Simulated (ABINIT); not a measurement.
Planning a run of ABINIT 10.8.3 on CsPbBr3 (Pm-3m). The input:

```
acell 3*1.0 Angstrom
rprim 
  5.948630820000 0.000000000000 0.000000000000
  0.000000000000 5.948630820000 0.000000000000
  0.000000000000 0.000000000000 5.948630820000
ntypat 3
znucl 55 82 35
natom 5
typat 1 2 3 3 3
xred 
  0.000000000000 0.000000000000 0.000000000000
  0.500000000000 0.500000000000 0.500000000000
  0.500000000000 0.500000000000 0.000000000000
  0.500000000000 0.000000000000 0.500000000000
  0.000000000000 0.500000000000 0.500000000000
pp_dirpath "pseudos"
pseudos "Cs.upf, Pb.upf, Br.upf"
ecut 34
ngkpt 4 4 4
nshiftk 1
shiftk 0 0 0
kptopt 1
chksymbreak 0
nband 47
occopt 1
tolvrs 1e-08
nstep 60
prtwf 0
optforces 0
optstress 0
indata_prefix "in"
outdata_prefix "out"
tmpdata_prefix "tmp"
```

```sh
OMP_NUM_THREADS=1 mpirun -n 4 abinit run.abi > log
```

**Question.** How long will it take on 4 MPI ranks of Arm Neoverse V1, shared host, and how much memory?

It took 2 min; on shared hardware allow 61 s to 4.1 min. Peak host memory was 0.53 GiB.

[Paths, hosts, dates, memory and timing lines, banners, echoed tables and standing remarks are left out of the program output.]

[Logs are printed without paths, hosts, clocks, repeated set-up lines and the standing remarks that a program may print on its own settings, such as how far it seeks lower states.]

[Runs of the session that timed out or met a known fault of the program may be left out.]

[Hosts, paths, dates, database ids (printed as entryN), source tags and the programs' standing remarks are cut or masked in the printed files.]

[G0W0 gaps are taken among the corrected bands and points alone; a level outside them can change the order at an edge.]

[Where Ansatz stands beside ABINIT at settings called matched, ABINIT's density can come from a denser mesh and the files from another edition; pairs whose starting gaps differed by over 0.03 eV were left out, so agreement reads better than it is.]
